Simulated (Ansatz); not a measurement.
# Bi2S3 (Bismuthinite): the gap up the ladder of methods, part 2 of 2

Aim: the gap of Bi2S3 (Bismuthinite) at several levels of theory on one structure, with the time that each takes.

Ansatz 0.2.0; density functionals, hybrids and G0W0, plane waves, PAW. Known limits of the many-body steps: finite bands, screening cutoff and k mesh; no spin-orbit coupling in G0W0; screening cutoff under 40 eV in some runs.

So far. Step 5 (PBE+SOC on the 2×6×2 mesh): Over mesh and listed points the gap is 0.954 eV, from k = (0.333, 0.000, 0.000) to k = (0.000, 0.000, 0.167). The least direct gap found is 0.985 eV, at k = (0.000, 0.000, 0.167). On the 2×6×2 mesh alone the same run gives 0.998 eV, so that mesh misses an edge of PBE+SOC: 0.998 − 0.954 = +0.044 eV. PBE+SOC against PBE: 0.954 − 1.391 = −0.437 eV.

The database entry behind the starting cell differs from later determinations by our own check (about 0.4 % long), so it need not match the best structure at ambient conditions.

In doubt: masses and optical values from hybrid runs of this build are listed as unsure (step 10), which bears on the screening that GW takes from such a start.

## 7. PBE0 on the 2×4×2 mesh

PBE0 mixes in a quarter of exact exchange at all distances.

This step: DFT, PBE0, plane waves, PAW.

input.yaml reads:

```yaml
crystal:
  lattice:
    - [11.345, 0.0, 0.0]
    - [0.0, 3.994, 0.0]
    - [0.0, 0.0, 11.193]
  atoms:
    - { symbol: Bi, position: [0.4835, 0.25, 0.3257] }
    - { symbol: Bi, position: [0.0165, 0.75, 0.8257] }
    - { symbol: Bi, position: [0.9835, 0.25, 0.1743] }
    - { symbol: Bi, position: [0.5165, 0.75, 0.6743] }
    - { symbol: Bi, position: [0.3407, 0.75, 0.0339] }
    - { symbol: Bi, position: [0.1593, 0.25, 0.5339] }
    - { symbol: Bi, position: [0.8407, 0.75, 0.4661] }
    - { symbol: Bi, position: [0.6593, 0.25, 0.9661] }
    - { symbol: S, position: [0.2835, 0.25, 0.1943] }
    - { symbol: S, position: [0.2165, 0.75, 0.6943] }
    - { symbol: S, position: [0.7835, 0.25, 0.3057] }
    - { symbol: S, position: [0.7165, 0.75, 0.8057] }
    - { symbol: S, position: [0.5495, 0.75, 0.1286] }
    - { symbol: S, position: [0.9505, 0.25, 0.6286] }
    - { symbol: S, position: [0.0495, 0.75, 0.3714] }
    - { symbol: S, position: [0.4505, 0.25, 0.8714] }
    - { symbol: S, position: [0.3767, 0.75, 0.4414] }
    - { symbol: S, position: [0.1233, 0.25, 0.9414] }
    - { symbol: S, position: [0.8767, 0.75, 0.0586] }
    - { symbol: S, position: [0.6233, 0.25, 0.5586] }
kpoints:
  mp_grid: { grid: [2, 4, 2] }
  band_path:
    path:
      - [0.0, 0.0, 0.0]
      - [0.5, 0.0, 0.0]
      - [0.5, 0.5, 0.0]
      - [0.0, 0.5, 0.0]
      - [0.0, 0.0, 0.5]
      - [0.5, 0.0, 0.5]
      - [0.5, 0.5, 0.5]
      - [0.0, 0.5, 0.5]
      - [0.3333333333, 0.0, 0.0]
      - [0.0, 0.0, 0.0833333333]
      - [0.0, 0.0, 0.1666666667]
    npoints: 1
hamiltonian:
  xc: pbe0
scf:
  occupations: { method: fixed }
  n_extra_bands: 10
output:
  eigenvalues: true
```

Started as:

```
$ ansatz run input.yaml --threads 32 --pin off --max-ram 129024MiB --backend cuda --events-out ev --progress --plain --runs-dir out --devices 1 --max-vram 157GiB  # rebuilt from the run's record
```

Numbers of over 12 decimals in the logs are rounded to 6 here.

Output:

```text
[...]
GPUs: using 1 of 1 available (devices: 1).
[...]
GPU FFT provider: cuFFT
GPU libraries: cuBLAS 13.8.1, cuFFT 12.4.0, cuSOLVER 12.3.2
[...]
Crystal: 20 atoms, lattice volume = 507.176 Å³
Basis set: ecut = 420 eV, 9929 PW (Γ)
Bands: 106, of which v1, the nominal top of the filled ones, is band 96 counted from 1 (95 counted from 0)
Symmetry: 8 space group operations
[...]
k-points: 12 of 16
[...]
SCF 3 converged in 6 iterations: F = -110017.107649 eV  dr2 = 1.27e-8
[...]
Free energy (F): -110017.107649 eV
Frozen-core exchange: fock
[...]
Internal energy: -110017.107649 eV  (E = F + TS)
E sigma→0 (E₀):  -110017.107649 eV
Fermi energy:    6.732338 eV
[...]
--- Band table (eV; the first three rows and the last of 12) ---
[... rows of the band table ...]
```

Wall time 21 s (1 × NVIDIA GB200 with 32 threads of Arm Neoverse V2, shared host); peak memory 3.3 GiB.

Numbers from this step:

```
gap                     : 2.627 eV
valence top at          : k = (0.333, 0.000, 0.000)
conduction bottom at    : k = (0.000, 0.000, 0.083)
least direct gap        : 2.646 eV
exact-exchange fraction : 0.25
```

Over mesh and listed points the gap is 2.627 eV, from k = (0.333, 0.000, 0.000) to k = (0.000, 0.000, 0.083). The least direct gap found is 2.646 eV, at k = (0.000, 0.000, 0.167). On the 2×4×2 mesh alone the same run gives 2.667 eV, so that mesh misses an edge of PBE0: 2.667 − 2.627 = +0.040 eV. PBE0 against HSE06: 2.627 − 2.008 = +0.619 eV. Mesh, set of files and cutoff are the same, but the conduction bottom lies at another k point, so this need not be the shift of one pair of states.

## 8. DDH-PBE0 on the 2×4×2 mesh

The input asks for a share of exact exchange of one over the crystal's ε∞, which the program works out first.

This step: DFT, dielectric-dependent PBE0 (fraction 1/eps_inf of PBE), plane waves, PAW.

input.yaml: that of step 7 with these lines changed.

```diff
@@ -26,2 +26,3 @@
     - { symbol: S, position: [0.6233, 0.25, 0.5586] }
+  host: atoms
 kpoints:
@@ -43,3 +44,6 @@
 hamiltonian:
-  xc: pbe0
+  xc:
+    exchange: pbe
+    correlation: pbe
+    exx: { coeff: inverse_dielectric }
 scf:
```

Output:

```text
[...]
the fraction of exact exchange is that of a crystal of Bi8S12
GPUs: using 1 of 1 available (devices: 1).
[...]
a weight of exact exchange comes from the crystal, and the text's number only plans the run
Solving k-mesh 2×4×2 for the fraction of exact exchange
[...]
SCF iter   2: F=-110008.036832 eV  HF=-110008.036832 eV  |F-HF|=2.74e-8  |Δ(HF+E_count)|=   5.86e-9  Δρ=2.42e-6  dr2=5.00e-8  ethr=2.29e-11  ⟨swp⟩=2.4  Hψ=7146  notcnv=0
SCF 3 converged in 2 iterations: F = -110008.036832 eV  dr2 = 5.00e-8
[...]
Free energy (F): -110008.036832 eV
Frozen-core exchange: fock
[...]
Internal energy: -110008.036832 eV  (E = F + TS)
E sigma→0 (E₀):  -110008.036832 eV
Fermi energy:    7.312616 eV
[...]
--- Band table (eV; the first three rows and the last of 12) ---
[... rows of the band table ...]
```

Run time: 29 s. Hardware: 1 × NVIDIA GB200 with 32 threads; peak memory 6.6 GiB.

This step gave:

| Quantity | Value |
| --- | --- |
| gap | 1.754 eV |
| valence top at | k = (0.333, 0.000, 0.000) |
| conduction bottom at | k = (0.000, 0.000, 0.083) |
| least direct gap | 1.782 eV |
| exact-exchange fraction | 0.07637 |

Over mesh and listed points the gap is 1.754 eV, from k = (0.333, 0.000, 0.000) to k = (0.000, 0.000, 0.083). The least direct gap found is 1.782 eV, at k = (0.000, 0.000, 0.167). On the 2×4×2 mesh alone the same run gives 1.790 eV, so that mesh misses an edge of DDH-PBE0: 1.790 − 1.754 = +0.036 eV. DDH-PBE0 against PBE0: 1.754 − 2.627 = −0.873 eV, with the same mesh, files and cutoff, and both edges at the same k points.

## 9. G0W0@PBE, 2×4×2 mesh, 1513 empty bands, screening to 120 eV

G0W0 replaces the xc potential by a self-energy built once from the orbitals of the start. Levels are corrected in the window of bands that the input names, at points of the mesh.

This step: G0W0 on PBE, plane waves, PAW.

input.yaml: that of step 8 with these lines changed.

```diff
@@ -26,28 +26,13 @@
     - { symbol: S, position: [0.6233, 0.25, 0.5586] }
-  host: atoms
 kpoints:
   mp_grid: { grid: [2, 4, 2] }
-  band_path:
-    path:
-      - [0.0, 0.0, 0.0]
-      - [0.5, 0.0, 0.0]
-      - [0.5, 0.5, 0.0]
-      - [0.0, 0.5, 0.0]
-      - [0.0, 0.0, 0.5]
-      - [0.5, 0.0, 0.5]
-      - [0.5, 0.5, 0.5]
-      - [0.0, 0.5, 0.5]
-      - [0.3333333333, 0.0, 0.0]
-      - [0.0, 0.0, 0.0833333333]
-      - [0.0, 0.0, 0.1666666667]
-    npoints: 1
 hamiltonian:
-  xc:
-    exchange: pbe
-    correlation: pbe
-    exx: { coeff: inverse_dielectric }
+  xc: pbe
 scf:
   occupations: { method: fixed }
-  n_extra_bands: 10
-output:
-  eigenvalues: true
+gw:
+  n_empty_bands: 1513
+  ecut_chi: 120.0
+  qp_bands: [v2, c2]
+  qp_kpoints: band_edges
+  screening: { model: contour_deformation }
```

Output:

```text
GPUs: using 1 of 1 available (devices: 1).
[...]
GPU FFT provider: cuFFT
GPU libraries: cuBLAS 13.8.1, cuFFT 12.4.0, cuSOLVER 12.3.2
[...]
Crystal: 20 atoms, lattice volume = 507.176 Å³
Basis set: ecut = 420 eV, 9929 PW (Γ)
Bands: 116, of which v1, the nominal top of the filled ones, is band 96 counted from 1 (95 counted from 0)
Symmetry: 8 space group operations
[...]
k-points: 12 of 16
[...]
1    98      9.1509    -9.7394    -3.2877   -13.0422  0.7758     9.1660     9.1660  root
[...]
11    95      6.9712   -17.4169     1.9445   -15.0780  0.7274     6.5735     6.5768  root
    11    96      6.9712   -17.4169     1.9445   -15.0780  0.7274     6.5735     6.5768  root
    11    97      9.8501    -9.6453    -3.4811   -13.1876  0.7702     9.9113     9.9112  root
    11    98      9.8501    -9.6453    -3.4811   -13.1876  0.7702     9.9113     9.9112  root
[key lines of the parts left out:]
SCF converged after 8 iterations
Free energy (F): -110004.241564 eV
Fermi energy:    7.561374 eV
```

Elapsed: 74 s, on 1 × NVIDIA GB200 with 32 threads; peak memory 9 GiB.

This step gave:

| Quantity | Value |
| --- | --- |
| bands summed | 1609 |
| RPA ε∞ on this mesh (eigenvalues) | 10.10, 13.30, 13.44 |
| plane waves in the screening matrix | 1541 |
| G0W0 gap over the corrected points | 1.766 eV |
| k of the valence top | -0.5, 0, 0 |
| k of the conduction bottom | 0, 0, 0 |
| starting gap on the mesh | 1.424 eV |
| Z at the valence top | 0.7307 |
| Z at the conduction bottom | 0.7783 |
| least direct G0W0 gap over the corrected points | 1.834 eV |

Over all 12 irreducible mesh points the G0W0 gap is 1.766 eV, from k = (-0.500, 0.000, 0.000) to k = Γ. The PBE gap of this run on the mesh is 1.424 eV. The two states that bound the G0W0 gap lie that far apart at the start, so the correction of the gap is 1.766 − 1.424 = +0.342 eV.

## 10. G0W0@HSE06, 2×4×2 mesh, 703 empty bands, screening to 72 eV

This step: G0W0 on HSE06, plane waves, PAW.

input.yaml: that of step 9 with these lines changed.

```diff
@@ -29,3 +29,3 @@
 hamiltonian:
-  xc: pbe
+  xc: hse06
 scf:
@@ -33,4 +33,4 @@
 gw:
-  n_empty_bands: 1513
-  ecut_chi: 120.0
+  n_empty_bands: 703
+  ecut_chi: 72
   qp_bands: [v2, c2]
```

Output:

```text
GPUs: using 1 of 1 available (devices: 1).
[...]
Crystal: 20 atoms, lattice volume = 507.176 Å³
Basis set: ecut = 420 eV, 9929 PW (Γ)
Bands: 116, of which v1, the nominal top of the filled ones, is band 96 counted from 1 (95 counted from 0)
Symmetry: 8 space group operations
[...]
k-points: 12 of 16
[...]
1    96      6.9749   -17.7210     1.9009   -16.0462  0.7654     7.2003     7.2010  root
     1    97      9.2984    -9.3331    -3.1233   -12.6397  0.8026     9.4820     9.4817  root
     1    98      9.2984    -9.3331    -3.1233   -12.6397  0.8026     9.4820     9.4817  root
[...]
11    95      6.4128   -17.4771     2.0116   -15.6731  0.7626     6.6198     6.6204  root
    11    96      6.4128   -17.4771     2.0116   -15.6731  0.7626     6.6198     6.6204  root
    11    97     10.0523    -9.2843    -3.2479   -12.7241  0.7976    10.2446    10.2442  root
    11    98     10.0523    -9.2843    -3.2479   -12.7241  0.7976    10.2446    10.2442  root
```

Run time: 1.7 min. Hardware: 1 × NVIDIA GB200 with 32 threads; peak memory 5.6 GiB.

Numbers from this step:

* bands summed: 799
* RPA ε∞ on this mesh (eigenvalues): 7.718, 9.995, 10.01
* plane waves in the screening matrix: 717
* G0W0 gap over the corrected points: 1.979 eV
* k of the valence top: -0.5, 0, 0
* k of the conduction bottom: 0, 0, 0
* starting gap on the mesh: 2.042 eV
* Z at the valence top: 0.7667
* Z at the conduction bottom: 0.8047
* least direct G0W0 gap over the corrected points: 2.034 eV

Over all 12 irreducible mesh points the G0W0 gap is 1.979 eV, from k = (-0.500, 0.000, 0.000) to k = Γ. The HSE06 gap of this run on the mesh is 2.042 eV. The two states that bound the G0W0 gap lie that far apart at the start, so the correction of the gap is 1.979 − 2.042 = −0.063 eV. G0W0@HSE06 against G0W0@PBE with 799 bands (a further run, in the table below): 1.979 − 1.723 = +0.256 eV, with the same mesh, files and cutoffs, and both edges at the same k points.

## 11. G0W0@LDA, 2×4×2 mesh, 703 empty bands, screening to 72 eV

This step: G0W0 on LDA, plane waves, PAW.

input.yaml: that of step 10 with these lines changed.

```diff
@@ -29,3 +29,3 @@
 hamiltonian:
-  xc: hse06
+  xc: lda
 scf:
```

Output:

```text
GPUs: using 1 of 1 available (devices: 1).
[...]
GPU FFT provider: cuFFT
GPU libraries: cuBLAS 13.8.1, cuFFT 12.4.0, cuSOLVER 12.3.2
[...]
Crystal: 20 atoms, lattice volume = 507.176 Å³
Basis set: ecut = 420 eV, 9929 PW (Γ)
Bands: 116, of which v1, the nominal top of the filled ones, is band 96 counted from 1 (95 counted from 0)
Symmetry: 8 space group operations
[...]
k-points: 12 of 16
[...]
1    98      8.7392    -9.9168    -3.0899   -13.5160  0.7745     9.2519     9.2485  root
[...]
11    95      6.6970   -17.3424     2.0967   -15.2434  0.7276     6.6946     6.6946  root
    11    96      6.6970   -17.3424     2.0967   -15.2434  0.7276     6.6946     6.6946  root
    11    97      9.4473    -9.7422    -3.3178   -13.5984  0.7694     9.9904     9.9858  root
    11    98      9.4473    -9.7422    -3.3178   -13.5984  0.7694     9.9904     9.9858  root
[key lines of the parts left out:]
SCF converged after 8 iterations
Free energy (F): -107128.606128 eV
Fermi energy:    7.284819 eV
```

Elapsed: 28 s, on 1 × NVIDIA GB200 with 32 threads; peak memory 4.3 GiB; 85 s of CPU time.

Numbers from this step:

```yaml
bands_summed: 799
rpa_eps_infinity_on_this_mesh_eigenvalues: 11.10, 14.65, 14.86
plane_waves_in_the_screening_matrix: 717
g0w0_gap_over_the_corrected_points: 1.721 eV
k_of_the_valence_top: -0.5, 0, 0
k_of_the_conduction_bottom: 0, 0, 0
starting_gap_on_the_mesh: 1.285 eV
z_at_the_valence_top: 0.7308
z_at_the_conduction_bottom: 0.7768
least_direct_g0w0_gap_over_the_corrected_points: 1.772 eV
```

Over all 12 irreducible mesh points the G0W0 gap is 1.721 eV, from k = (-0.500, 0.000, 0.000) to k = Γ. The LDA gap of this run on the mesh is 1.285 eV. The two states that bound the G0W0 gap lie that far apart at the start, so the correction of the gap is 1.721 − 1.285 = +0.436 eV. G0W0@LDA against G0W0@HSE06 with 799 bands: 1.721 − 1.979 = −0.258 eV, with the same mesh, files and cutoffs, and both edges at the same k points.

## 12. All levels together

Each gap is the least one over the points named; times are wall times on shared hosts, not benchmarks. A G0W0 time includes the run's own self-consistent start. Runs with listed points see these and the mesh alone, so an edge that moves elsewhere is missed. Rows marked * are further runs, not shown as steps, whose inputs differ from the G0W0 step on the same start in the columns given; solver thresholds can differ too.

| level | mesh | files, cutoff | bands summed, screening | points | gap (eV) | valence top | conduction bottom | least direct gap (eV) | time |
| --- | --- | --- | --- | --- | --- | --- | --- | --- | --- |
| LDA | 2×6×2 | soft_2 PAW, 420 eV | - | mesh and listed points | 1.249 | (0.333, 0.000, 0.000) | (0.000, 0.000, 0.167) | 1.283 | 1.9 s |
| PBEsol | 2×6×2 | soft_2 PAW, 420 eV | - | mesh and listed points | 1.306 | (0.333, 0.000, 0.000) | (0.000, 0.000, 0.167) | 1.338 | 1.9 s |
| PBE | 2×6×2 | soft_2 PAW, 420 eV | - | mesh and path | 1.391 | (0.333, 0.000, 0.000) | (0.000, 0.000, 0.083) | 1.426 | 3.5 s |
| PBE+SOC | 2×6×2 | soft_2 PAW, 420 eV | - | mesh and listed points | 0.954 | (0.333, 0.000, 0.000) | (0.000, 0.000, 0.167) | 0.985 | 4.8 s |
| HSE06 | 2×4×2 | soft_2 PAW, 420 eV | - | mesh and listed points | 2.008 | (0.333, 0.000, 0.000) | Γ | 2.036 | 22 s |
| PBE0 | 2×4×2 | soft_2 PAW, 420 eV | - | mesh and listed points | 2.627 | (0.333, 0.000, 0.000) | (0.000, 0.000, 0.083) | 2.646 | 21 s |
| DDH-PBE0 | 2×4×2 | soft_2 PAW, 420 eV | - | mesh and listed points | 1.754 | (0.333, 0.000, 0.000) | (0.000, 0.000, 0.083) | 1.782 | 29 s |
| G0W0@PBE* | 2×4×2 | soft_2 PAW, 420 eV | 344, 36 eV | all 12 irreducible mesh points | 1.672 | (-0.500, 0.000, 0.000) | Γ | 1.719 | 14 s |
| G0W0@PBE* | 2×4×2 | soft_2 PAW, 420 eV | 799, 72 eV | all 12 irreducible mesh points | 1.723 | (-0.500, 0.000, 0.000) | Γ | 1.784 | 27 s |
| G0W0@PBE | 2×4×2 | soft_2 PAW, 420 eV | 1609, 120 eV | all 12 irreducible mesh points | 1.766 | (-0.500, 0.000, 0.000) | Γ | 1.834 | 74 s |
| G0W0@HSE06 | 2×4×2 | soft_2 PAW, 420 eV | 799, 72 eV | all 12 irreducible mesh points | 1.979 | (-0.500, 0.000, 0.000) | Γ | 2.034 | 1.7 min |
| G0W0@LDA | 2×4×2 | soft_2 PAW, 420 eV | 799, 72 eV | all 12 irreducible mesh points | 1.721 | (-0.500, 0.000, 0.000) | Γ | 1.772 | 28 s |

## 13. Outcome

- LDA, over mesh and listed points: 1.249 eV
- PBEsol, over mesh and listed points: 1.306 eV
- PBE, over mesh and path: 1.391 eV
- PBE+SOC, over mesh and listed points: 0.954 eV
- HSE06, over mesh and listed points: 2.008 eV
- PBE0, over mesh and listed points: 2.627 eV
- DDH-PBE0, over mesh and listed points: 1.754 eV
- G0W0@PBE (1609 bands, 2×4×2), over all 12 irreducible mesh points: 1.766 eV
- G0W0@HSE06, over all 12 irreducible mesh points: 1.979 eV
- G0W0@LDA, over all 12 irreducible mesh points: 1.721 eV
- known limits: finite bands, screening cutoff and k mesh; no spin-orbit coupling in G0W0; screening cutoff under 40 eV in some runs

**Reading.** The rows run from 0.954 eV (PBE+SOC) to 2.627 eV (PBE0). They differ in mesh, bands and screening cutoff of G0W0 and the points over which the gap was sought as well as in level, so only pairs that share these are like for like. PBEsol against LDA: 1.306 − 1.249 = +0.057 eV, with the same mesh, files and cutoff, and both edges at the same k points. DDH-PBE0 against PBE0: 1.754 − 2.627 = −0.873 eV, with the same mesh, files and cutoff, and both edges at the same k points. G0W0@HSE06 against G0W0@PBE with 799 bands: 1.979 − 1.723 = +0.256 eV, with the same mesh, files and cutoffs, and both edges at the same k points. G0W0@LDA against G0W0@HSE06 with 799 bands: 1.721 − 1.979 = −0.258 eV, with the same mesh, files and cutoffs, and both edges at the same k points. The dielectric-dependent hybrid took 0.076 of exact exchange, against 0.25 in PBE0. G0W0@PBE (1609 bands, 2×4×2) moves the gap of its own start on the mesh by 1.766 − 1.424 = +0.342 eV, between the same two levels. Over mesh and path, PBE puts the valence top at k = (0.333, 0.000, 0.000) and conduction bottom at k = (0.000, 0.000, 0.083), where no G0W0 correction was computed. The G0W0 gap over the whole zone is therefore not known from this run; at its settings it can only be equal to or under the 1.766 eV found, and no correction is carried over from another point. For the start itself the gap is 1.391 eV over mesh and path and 1.424 eV on the mesh of the G0W0 run, in runs that differ in mesh (2×6×2 and 2×4×2). G0W0@HSE06 moves the gap of its own start on the mesh by 1.979 − 2.042 = −0.063 eV, between the same two levels. Over mesh and listed points, HSE06 puts the valence top at k = (0.333, 0.000, 0.000), where no G0W0 correction was computed. The G0W0 gap over the whole zone is therefore not known from this run; at its settings it can only be equal to or under the 1.979 eV found, and no correction is carried over from another point. For the start itself the gap is 2.008 eV over mesh and listed points and 2.042 eV on the mesh of the G0W0 run. G0W0@LDA moves the gap of its own start on the mesh by 1.721 − 1.285 = +0.436 eV, between the same two levels. Over mesh and listed points, LDA puts the valence top at k = (0.333, 0.000, 0.000) and conduction bottom at k = (0.000, 0.000, 0.167), where no G0W0 correction was computed. The G0W0 gap over the whole zone is therefore not known from this run; at its settings it can only be equal to or under the 1.721 eV found, and no correction is carried over from another point. For the start itself the gap is 1.249 eV over mesh and listed points and 1.285 eV on the mesh of the G0W0 run, in runs that differ in mesh (2×6×2 and 2×4×2). What spin-orbit coupling does to the G0W0 levels was not computed, so no sum with the G0W0 gap is formed. For G0W0@PBE: from 344 bands and 36 eV to 1609 bands and 120 eV the gap moves by 1.766 − 1.672 = +0.094 eV (rung by rung 1.672, 1.723, 1.766 eV); bands and screening cutoff rise together, so their parts are not told apart. A line in one over the bands through the two highest rungs gives 1.766 + (1.766 − 1.723) × 799 / (1609 − 799) = 1.808 eV, and through the pair below 1.723 + (1.723 − 1.672) × 344 / (799 − 344) = 1.762 eV. The two differ by 0.046 eV, not under the 0.030 eV asked, so the law does not hold well over these rungs and the limit is not known. The other G0W0 rows are shown at one basis each (799 bands), so their distance from the limit is not known here. The G0W0 runs are scalar-relativistic. No pair of G0W0 runs that differ in the mesh alone is shown (2×4×2 is a supercell whose nearest images lie 16 Å apart), so the error from the mesh is not known here. G0W0@PBE runs of this series with other atomic data on the same mesh, not shown as steps, give 1.720 eV (hard PAW, 510 eV, 831 bands, screening to 72 eV; the table's row with the same empty bands and screening cutoff has 1.723 eV); where bands and cutoffs differ too, the part of the files is not isolated. A screening cutoff under 40 eV is crude: G0W0@PBE with 344 bands at 36 eV.

[Paths, hosts, dates, memory and timing lines, banners, echoed tables and standing remarks are left out of the program output.]

[Logs are printed without paths, hosts, clocks, repeated set-up lines and the standing remarks that a program may print on its own settings, such as how far it seeks lower states.]

[Runs of the session that timed out or met a known fault of the program may be left out.]

[Cells called generated may have been cut or substituted from an entry of the Crystallography Open Database or the Materials Project.]

[Hosts, paths, dates, database ids (printed as entryN), source tags and the programs' standing remarks are cut or masked in the printed files.]

[Where an RPA ε∞ is given, it is that of the G0W0 mesh and is not shown converged in it. Names of k-points follow the symmetry that the program found, which can be lower than the space group named. Band edges on a path are those of the sampled points; other points can move an edge, and change direct to indirect where valleys lie close.]

[Hybrid gaps are those of their k-mesh and are not shown converged in it.]
